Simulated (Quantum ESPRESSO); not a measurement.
Consider ZnCu (Pm-3m).

```
Zn Cu
1.0
     2.94500    0.00000    0.00000
     0.00000    2.94500    0.00000
     0.00000    0.00000    2.94500
Zn Cu
1 1
Direct
  0.50000 0.50000 0.50000
  0.00000 0.00000 0.00000
```

Absorber: atom 1, with 8 Cu at 2.55 Å and 6 Zn at 2.94 Å (cube and octahedron, as in bcc, site symmetry m-3m). Method: Quantum ESPRESSO XSpectra, PBE, excited-electron core hole (neutral cell), 16-atom cell with 5.9 Å between holes, 4×4×4 k points, dipole transitions, Lorentzian half width 0.83 eV up to 4 eV, rising linearly to 1.75 eV at 25 eV (not a setting of the program: the run's 0.4 eV curve was folded afterwards with a further Lorentzian).

What does the Zn K edge look like?

Main maxima up to 30 eV above the zero (height): 7.4 eV (1.19), 11.4 eV (1.16), 14.4 eV (1.33) and 24.4 eV (1.05). A K edge sees empty p states on the absorber. The total-energy difference is 9696.10 eV. One term is added: -30.96 eV, since the hole is spin-paired here and a spin-polarised one costs that much less in the free atom (computed apart). The photon energy is then 9665.14 eV. The tabulated edge of the element is 9659 eV. The functional leaves an error of a few eV in such absolute values.

The Zn K spectrum (energy from the energy zero of the input (xe0, at the border of filled and empty states); intensity scaled to a mean of 1 over the first 20 eV; folded afterwards to Lorentzian half width 0.83 eV up to 4 eV, rising linearly to 1.75 eV at 25 eV; the points at xe0, where the cut of filled states can leave a spike, are interpolated):

| E (eV) | intensity |
| --- | --- |
| -2.0 | 0.10 |
| -1.4 | 0.13 |
| -0.8 | 0.17 |
| -0.2 | 0.26 |
| 0.4 | 0.39 |
| 1.0 | 0.50 |
| 1.6 | 0.54 |
| 2.2 | 0.56 |
| 2.8 | 0.64 |
| 3.4 | 0.77 |
| 4.0 | 0.91 |
| 4.6 | 1.01 |
| 5.2 | 1.10 |
| 5.8 | 1.14 |
| 6.4 | 1.17 |
| 7.0 | 1.19 |
| 7.6 | 1.19 |
| 8.2 | 1.18 |
| 8.8 | 1.15 |
| 9.4 | 1.09 |
| 10.0 | 1.06 |
| 10.6 | 1.09 |
| 11.2 | 1.16 |
| 11.8 | 1.14 |
| 12.4 | 1.09 |
| 13.0 | 1.12 |
| 13.6 | 1.21 |
| 14.2 | 1.32 |
| 14.8 | 1.30 |
| 15.4 | 1.21 |
| 16.0 | 1.12 |
| 16.6 | 1.05 |
| 17.2 | 1.00 |
| 17.8 | 0.98 |
| 18.4 | 0.96 |
| 19.0 | 0.94 |
| 19.6 | 0.91 |
| 20.2 | 0.89 |
| 20.8 | 0.87 |
| 21.4 | 0.88 |
| 22.0 | 0.90 |
| 22.6 | 0.93 |
| 23.2 | 0.98 |
| 23.8 | 1.03 |
| 24.4 | 1.05 |
| 25.0 | 1.04 |
| 25.6 | 1.02 |
| 26.2 | 1.00 |
| 26.8 | 0.99 |
| 27.4 | 1.00 |
| 28.0 | 1.01 |
| 28.6 | 1.05 |
| 29.2 | 1.10 |
| 29.8 | 1.15 |
| 30.4 | 1.18 |
| 31.0 | 1.17 |
| 31.6 | 1.14 |

The holes are only 5.9 Å apart, so the shape is probably not converged with cell size; no larger cell was run here. The structure is a published determination, not relaxed.

[Banner, clock and machine lines of the logs are left out without a mark of their own.]

[Logs are printed without paths, hosts, clocks, repeated set-up lines and the standing remarks that a program may print on its own settings, such as how far it seeks lower states.]

[Hosts, paths, dates, database ids (printed as entryN), source tags and the programs' standing remarks are cut or masked in the printed files.]

[Lists of maxima count a maximum above −3 eV only where it reaches 4 % of the highest in the window and stands out from its surroundings by 2 % of it (1.5 % where it reaches 55 %); shoulders and weaker maxima are passed over, and of the rest the first, up to two pre-edge ones and the few strongest are named.]
